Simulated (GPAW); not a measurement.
# AlGaAs2 (R3m): G0W0 on several meshes in GPAW

Wanted: mesh dependence and cost of G0W0 for AlGaAs2 (R3m).

Program: GPAW 26.7.0. Level of theory: LDA and many-body steps on it, plane waves. Results are calculated unless marked as measured.

### Step 1. The starting structure

The structure is trigonal, space group R3m (No. 160). The conventional cell has a = 4.011 Å, b = 4.011 Å, c = 19.638 Å, α = 90.00°, β = 90.00°, γ = 120.00°. Nearest to Al lie 4 As at 2.45 to 2.46 Å. Nearest to Ga lie 4 As at 2.46 Å. As has 1 Al at 2.46 Å and 3 Ga at 2.46 Å nearest. Nearest to As lie 3 Al at 2.45 Å and 1 Ga at 2.46 Å. Farther neighbours are not listed.

As a file:

```xyz
4
Lattice="2.0057 1.1580 6.5459 -2.0057 1.1580 6.5459 0.0000 -2.3159 6.5459" Properties=species:S:1:pos:R:3 pbc="T T T"
Al    0.0000    0.0000   19.6329
Ga    0.0000    0.0000    9.8213
As    0.0000    0.0000    2.4516
As    0.0000    0.0000   12.2788
```

The cell and positions are those that the Materials Project relaxed with its own functionals (PBE, PBE+U or r2SCAN), kept fixed.

### Step 2. Empty states on the mesh, 4×4×4 mesh, 158 bands

This step: GPAW 26.7.0; DFT, LDA, plane waves, PAW.

The sums over transitions need many empty states on a uniform mesh; this step solves for them.

run.py reads:

```python
import json
import numpy as np
from gpaw.mpi import world
from gpaw import GPAW

calc = GPAW('gs.gpw').fixed_density(kpts={'size': (4, 4, 4), 'gamma': True},
    parallel={'domain': 1, 'band': 1},
    txt='nscf.txt')
calc.diagonalize_full_hamiltonian(nbands=158)
calc.write('full.gpw', mode='all')
res = {}
kpts = calc.get_ibz_k_points()
res['kpts'] = kpts
res['eigenvalues'] = [calc.get_eigenvalues(kpt=k) for k in range(len(kpts))]
res['n_electrons'] = calc.get_number_of_electrons()

if world.rank == 0:
    with open('result.json', 'w') as f:
        json.dump(res, f, default=lambda x: x.tolist())
```

Started as:

```bash
$ mpirun -n 4 gpaw python run.py
```

Numbers of over 12 decimals in the logs are rounded to 6 here.

Log:

```text
Diagonalizing LCAO Hamiltonian
Converting LCAO to pw mode
convergence criteria:
- Maximum integral of absolute [eigenst]ate change: 4e-08 eV^2 / valence electron
maximum number of iterations: 100

SCF iterations
|iter     |     time |      energy | eigst |  dens |
|iter:   1|  |             | +0.47 |       |
|iter:   2|  |             | -1.31 |       |
|iter:   3|  |             | -2.62 |       |
|iter:   4|  |             | -3.93 |       |
|iter:   5|  |             | -4.86 |       |
|iter:   6|  |             | -6.00 |       |
|iter:   7|  |             | -6.94 |       |
|iter:   8|  |             | -7.86c|       |
SCF steps: 8
  __  _  _
 | _ |_)|_||  |
 |__||  | ||/\| - 26.7.0

Input parameters:
  mode=PW(ecut=450.000000),
  convergence={'density': 1e-06, 'bands': -3},
  gpts=array([35, 35, 35]),
  kpts=MonkhorstPack(size=(4, 4, 4), gamma=True),
  maxiter=100,
  nbands=16,
  occupations=Occupations(name='fermi-dirac', width=0.001, fixmagmom=False),
  parallel={'domain': 1, 'band': 1},
  xc=XC(name='LDA')
Matrix size: 1975x1975
# Writing to full.gpw (mode='all')
  [... matrices ...]

timing:  # [seconds]
  Total: 47.330  # ━━━━━━━━━━━━━━━━━━━━━━━━━━━━━━━━━━━━━━━━━━━━━━━━━━━━━━━━━━
```

Run time: 54 s. Hardware: 4 MPI ranks of Arm Neoverse V1, shared host; peak memory 2.1 GiB; 3.6 min of CPU time.

Numbers from this step:

```
gap                                                           : 0.7393 eV
k of the valence top                                          : 0, 0, 0
k of the conduction bottom                                    : 0, 0, 0
least direct gap                                              : 0.7393 eV
k points computed                                             : 13
lowest point of the top converged band, above the valence top : 71.2130 eV
```

On this mesh the gap is 0.739 eV.

### Step 3. 4×4×4

G0W0 replaces the xc potential by the self-energy, built once from these orbitals. Only a window of levels is corrected, while the sums run over the empty bands that the input names.

This step: G0W0 on LDA, plane waves, PAW.

run.py reads:

```python
import json
import numpy as np
from gpaw.mpi import world
from gpaw.response.g0w0 import G0W0

gw = G0W0('full.gpw',
    filename='gw',
    kpts=[0],
    bands=(6, 10),
    ecut=48,
    nbands=68,
    integrate_gamma='WS',
    ppa=True)
gw.calculate()
res = {mode: {k: v for k, v in r.items() if k != 'sigma_eskwn'}
       for mode, r in gw.all_results.items()}

if world.rank == 0:
    with open('result.json', 'w') as f:
        json.dump(res, f, default=lambda x: x.tolist())
```

Started as:

```bash
$ mpirun -n 4 gpaw python run.py
```

Log:

```text
Using integrator: PointIntegrator
FrequencyGridDescriptor(from 0.000+0.000j to 0.000+27.211j eV, 2 points)
Nonperiodic BCs:  [False False False]
Using integrator: PointIntegrator
FrequencyGridDescriptor(from 0.000+0.000j to 0.000+27.211j eV, 2 points)
Nonperiodic BCs:  [False False False]
  ___  _ _ _
 |   || | | |
 | | || | | |
 |__ ||_____|
 |___|

BZ k-points: Symmetries present (total): 6

  [... matrices ...]
64 k-points: 4 x 4 x 4 Monkhorst-Pack grid + [1/8,1/8,1/8]
13 k-points in the irreducible part of the Brillouin zone
       k-points in crystal coordinates                weights
   0:     0.00000000    0.00000000    0.00000000          1/64
   1:     0.25000000    0.00000000   -0.25000000          6/64
   2:     0.25000000    0.00000000    0.00000000          6/64
   3:     0.25000000    0.25000000   -0.25000000          6/64
   4:     0.25000000    0.25000000    0.00000000          6/64
   5:     0.25000000    0.25000000    0.25000000          2/64
   6:     0.50000000    0.00000000    0.00000000          3/64
   7:     0.50000000    0.25000000   -0.25000000          6/64
   8:     0.50000000    0.25000000    0.00000000         12/64
   9:     0.50000000    0.25000000    0.25000000          6/64
          ...
  12:     0.50000000    0.50000000    0.50000000          1/64

Distributing spins, k-points and bands (1 x 1 x 4) over 4 processes
Number of blocks: 1

Quasi particle states:
k-points (IBZ indices): [0]
Band range: (6, 10)
  [... matrices ...]
Computational parameters:
Plane wave cut-off: 48 eV
Number of bands: 68
Coulomb cutoff: None
Broadening: 0.1 eV

fxc modes: GW
Kernel: RPA
Using Godby-Needs plasmon-pole approximation:
  Fitting energy: i*E0, E0 = 1.000 Hartree
Summing all q:

Calculating screened Coulomb potential
No Coulomb truncation
FrequencyGridDescriptor(from 0.000+0.000j to 0.000+27.211j eV, 2 points)
Removing empty qpoint cache files...

Calculating chi0 body with:
    Ground state adapter containing:
    Number of spins: 1
    Number of kpoints: 64
    Number of irreducible kpoints: 13
    Number of completely occupied states: 8
    Number of partially occupied states: 8
    Occupied states memory: 5.233765 M / cpu

    Linear response parametrization:
    q_c: [0.0, 0.0, 0.0]
    Number of frequency points: 2
    Planewave cutoff: 48.0
    Number of bands: 68
    Number of planewaves: 61
    Broadening (eta): 1e-06
    comm.size: 4
    kncomm.size: 4
    blockcomm.size: 1

    Memory estimate of potentially large arrays:
        chi0_wGG: 0.113556 M / cpu
Integrating chi0 body.

Symmetries of q_c:
    Direct symmetries (Uq -> q): 6
    Indirect symmetries (TUq -> q): 6
In total 12 allowed symmetries.

  [... matrices ...]
13 groups of equivalent kpoints. 79.6875% reduction.

Integral kind: response function
Integrating chi0 head and wings.

Symmetries of q_c:
    Direct symmetries (Uq -> q): 6
    Indirect symmetries (TUq -> q): 6
In total 12 allowed symmetries.

  [... matrices ...]
13 groups of equivalent kpoints. 79.6875% reduction.

Integral kind: response function wings

Calculating chi0 body with:
    Ground state adapter containing:
    Number of spins: 1
    Number of kpoints: 64
    Number of irreducible kpoints: 13
    Number of completely occupied states: 8
    Number of partially occupied states: 8
    Occupied states memory: 5.233765 M / cpu

    Linear response parametrization:
[... the further q-points ...]

Results:
f:      Occupation numbers
eps:     KS-eigenvalues [eV]
vxc:     KS vxc [eV]
exx:     Exact exchange [eV]
sigma:   Self-energies [eV]
dsigma:  Self-energy derivatives
Z:       Renormalization factors
qp:      QP-energies [eV]

k-point 0 (0): (0.000, 0.000, 0.000)                GW
band       f     eps     vxc     exx   sigma  dsigma       Z      qp
                                                                   GW
   6   1.000   4.268 -14.715 -16.128   1.706  -0.269   0.788   4.499
   7   1.000   4.268 -14.715 -16.128   1.706  -0.269   0.788   4.499
   8   0.000   5.007 -15.369 -11.060  -2.732  -0.257   0.796   6.261
   9   0.000   6.050 -13.227  -8.723  -3.372  -0.260   0.794   6.949
```

Elapsed: 79 s, on 4 MPI ranks; peak memory 1.6 GiB; 5.3 min of CPU time.

Numbers from this step:

| Quantity | Value |
| --- | --- |
| G0W0 gap on the points computed | 1.762 eV |
| least direct G0W0 gap on the computed points | 1.762 eV |
| Z at the valence top | 0.7877 |
| Z at the conduction bottom | 0.7955 |
| starting gap on the mesh | 0.7393 eV |
| k of the valence top | 0, 0, 0 |
| k of the conduction bottom | 0, 0, 0 |

The gap on the mesh goes from 0.74 eV to 1.76 eV, a correction of +1.02 eV.

### Step 4. Empty states on the mesh, 2×2×2 mesh, 78 bands

This step: DFT, LDA, plane waves, PAW.

run.py reads:

```python
import json
import numpy as np
from gpaw.mpi import world
from gpaw import GPAW

calc = GPAW('gs.gpw').fixed_density(kpts={'size': (2, 2, 2), 'gamma': True},
    nbands=91,
    convergence={'bands': 78},
    txt='nscf.txt')
calc.write('full.gpw', mode='all')
res = {}
kpts = calc.get_ibz_k_points()
res['kpts'] = kpts
res['eigenvalues'] = [calc.get_eigenvalues(kpt=k) for k in range(len(kpts))]
res['n_electrons'] = calc.get_number_of_electrons()

if world.rank == 0:
    with open('result.json', 'w') as f:
        json.dump(res, f, default=lambda x: x.tolist())
```

Started as:

```bash
$ mpirun -n 4 gpaw python run.py
```

Log:

```text
Diagonalizing LCAO Hamiltonian
Converting LCAO to pw mode
convergence criteria:
- Maximum integral of absolute [eigenst]ate change: 4e-08 eV^2 / valence electron
maximum number of iterations: 100

SCF iterations
|iter     |     time |      energy | eigst |  dens |
|iter:   1|  |             | +4.05 |       |
|iter:   2|  |             | +2.82 |       |
|iter:   3|  |             | +1.66 |       |
[...]
|iter:  12|  |             | -6.44 |       |
|iter:  13|  |             | -7.37 |       |
|iter:  14|  |             | -7.70c|       |
SCF steps: 14
  __  _  _
 | _ |_)|_||  |
 |__||  | ||/\| - 26.7.0

Input parameters:
  mode=PW(ecut=450.000000),
  convergence={'bands': 78},
  gpts=array([35, 35, 35]),
  kpts=MonkhorstPack(size=(2, 2, 2), gamma=True),
  maxiter=100,
  nbands=91,
  occupations=Occupations(name='fermi-dirac', width=0.001, fixmagmom=False),
  parallel={},
  xc=XC(name='LDA')
# Writing to full.gpw (mode='all')
  [... matrices ...]

timing:  # [seconds]
  Total: 0.032  # ━━━━━━━━━━━━━━━━━━━━━━━━━━━━━━━━━━━━━━━━━━━━━━━━━━━━━━━━━━━
```

It took 14 s on 4 MPI ranks; peak memory 0.86 GiB.

This step gave:

```yaml
gap: 0.7393 eV
k_of_the_valence_top: 0, 0, 0
k_of_the_conduction_bottom: 0, 0, 0
least_direct_gap: 0.7393 eV
k_points_computed: 4
lowest_point_of_the_top_converged_band_above_the_valence_top: 40.26 eV
```

On this mesh the gap is 0.739 eV.

### Step 5. 2×2×2

This step: G0W0 on LDA, plane waves, PAW.

run.py reads:

```python
import json
import numpy as np
from gpaw.mpi import world
from gpaw.response.g0w0 import G0W0

gw = G0W0('full.gpw',
    filename='gw',
    kpts=[0],
    bands=(6, 10),
    ecut=48,
    nbands=68,
    integrate_gamma='WS',
    ppa=True)
gw.calculate()
res = {mode: {k: v for k, v in r.items() if k != 'sigma_eskwn'}
       for mode, r in gw.all_results.items()}

if world.rank == 0:
    with open('result.json', 'w') as f:
        json.dump(res, f, default=lambda x: x.tolist())
```

Started as:

```bash
$ mpirun -n 4 gpaw python run.py
```

Log:

```text
Using integrator: PointIntegrator
FrequencyGridDescriptor(from 0.000+0.000j to 0.000+27.211j eV, 2 points)
Nonperiodic BCs:  [False False False]
Using integrator: PointIntegrator
FrequencyGridDescriptor(from 0.000+0.000j to 0.000+27.211j eV, 2 points)
Nonperiodic BCs:  [False False False]
  ___  _ _ _
 |   || | | |
 | | || | | |
 |__ ||_____|
 |___|

BZ k-points: Symmetries present (total): 6

  [... matrices ...]
8 k-points: 2 x 2 x 2 Monkhorst-Pack grid + [1/4,1/4,1/4]
4 k-points in the irreducible part of the Brillouin zone
       k-points in crystal coordinates                weights
   0:     0.00000000    0.00000000    0.00000000          1/8
   1:     0.50000000    0.00000000    0.00000000          3/8
   2:     0.50000000    0.50000000    0.00000000          3/8
   3:     0.50000000    0.50000000    0.50000000          1/8

Distributing spins, k-points and bands (1 x 1 x 4) over 4 processes
Number of blocks: 1

Quasi particle states:
k-points (IBZ indices): [0]
Band range: (6, 10)
  [... matrices ...]
Computational parameters:
Plane wave cut-off: 48 eV
Number of bands: 68
Coulomb cutoff: None
Broadening: 0.1 eV

fxc modes: GW
Kernel: RPA
Using Godby-Needs plasmon-pole approximation:
  Fitting energy: i*E0, E0 = 1.000 Hartree
Summing all q:

Calculating screened Coulomb potential
No Coulomb truncation
FrequencyGridDescriptor(from 0.000+0.000j to 0.000+27.211j eV, 2 points)
Removing empty qpoint cache files...

Calculating chi0 body with:
    Ground state adapter containing:
    Number of spins: 1
    Number of kpoints: 8
    Number of irreducible kpoints: 4
    Number of completely occupied states: 8
    Number of partially occupied states: 8
    Occupied states memory: 5.233765 M / cpu

    Linear response parametrization:
    q_c: [0.0, 0.0, 0.0]
    Number of frequency points: 2
    Planewave cutoff: 48.0
    Number of bands: 68
    Number of planewaves: 61
    Broadening (eta): 1e-06
    comm.size: 4
    kncomm.size: 4
    blockcomm.size: 1

    Memory estimate of potentially large arrays:
        chi0_wGG: 0.113556 M / cpu
Integrating chi0 body.

Symmetries of q_c:
    Direct symmetries (Uq -> q): 6
    Indirect symmetries (TUq -> q): 6
In total 12 allowed symmetries.

  [... matrices ...]
4 groups of equivalent kpoints. 50.0% reduction.

Integral kind: response function
Integrating chi0 head and wings.

Symmetries of q_c:
    Direct symmetries (Uq -> q): 6
    Indirect symmetries (TUq -> q): 6
In total 12 allowed symmetries.

  [... matrices ...]
4 groups of equivalent kpoints. 50.0% reduction.

Integral kind: response function wings

Calculating chi0 body with:
    Ground state adapter containing:
    Number of spins: 1
    Number of kpoints: 8
    Number of irreducible kpoints: 4
    Number of completely occupied states: 8
    Number of partially occupied states: 8
    Occupied states memory: 5.233765 M / cpu

    Linear response parametrization:
[... the further q-points ...]

Results:
f:      Occupation numbers
eps:     KS-eigenvalues [eV]
vxc:     KS vxc [eV]
exx:     Exact exchange [eV]
sigma:   Self-energies [eV]
dsigma:  Self-energy derivatives
Z:       Renormalization factors
qp:      QP-energies [eV]

k-point 0 (0): (0.000, 0.000, 0.000)                GW
band       f     eps     vxc     exx   sigma  dsigma       Z      qp
                                                                   GW
   6   1.000   4.268 -14.715 -17.015   2.409  -0.259   0.795   4.355
   7   1.000   4.268 -14.715 -17.015   2.409  -0.259   0.795   4.355
   8   0.000   5.007 -15.369 -10.120  -3.540  -0.250   0.800   6.374
   9   0.000   6.050 -13.227  -7.959  -4.007  -0.250   0.800   7.059
```

The job ended after 8.7 s (4 MPI ranks; peak memory 1.2 GiB).

Numbers from this step:

- G0W0 gap on the points computed: 2.020 eV
- least direct G0W0 gap on the computed points: 2.020 eV
- Z at the valence top: 0.7946
- Z at the conduction bottom: 0.8000
- starting gap on the mesh: 0.7393 eV
- k of the valence top: 0, 0, 0
- k of the conduction bottom: 0, 0, 0

Against G0W0 in GPAW (4×4×4 mesh, 68 bands, screening to 48 eV, Godby-Needs plasmon pole), the gap moves by +0.258 eV.

### Step 6. The runs together

Times are wall times on 4 MPI ranks of Arm Neoverse V1, shared host, good to a factor of about two.

| run | mesh | bands | screening cutoff (eV) | DFT gap (eV) | gap on the mesh (eV) | direct (eV) | time |
| --- | --- | --- | --- | --- | --- | --- | --- |
| 4×4×4 | 4×4×4 | 68 | 48 | 0.739 | 1.762 | 1.762 | 79 s |
| 2×2×2 | 2×2×2 | 68 | 48 | 0.739 | 2.020 | 2.020 | 8.7 s |

### Step 7. Outcome

| Property | Result |
| --- | --- |
| 4×4×4 | 1.762 eV |
| 2×2×2 | 2.020 eV |
| known limits | not at the basis limit; no spin-orbit coupling; coarse k mesh |

In words: 2×2×2: +0.258 eV against 4×4×4. Bands and cutoff are finite, so the gap is not at the basis limit. The miss can reach some tenths of an eV and take either sign; the mesh is an error of its own. These stock PAW sets were not made for GW; the filled d or f shell of As and Ga lies in the frozen core, which bears on start and correction. In the G0W0 runs levels were corrected at 1 k point alone, so a gap called «on the mesh» is the least over those, and an edge elsewhere would be missed. The many-body steps are scalar-relativistic: spin-orbit coupling is not in them.

[Paths, hosts, dates, memory and timing lines, banners, echoed tables and standing remarks are left out of the program output.]

[Logs are printed without paths, hosts, clocks, repeated set-up lines and the standing remarks that a program may print on its own settings, such as how far it seeks lower states.]

[Runs of the session that timed out or met a known fault of the program may be left out.]

[Hosts, paths, dates, database ids (printed as entryN), source tags and the programs' standing remarks are cut or masked in the printed files.]
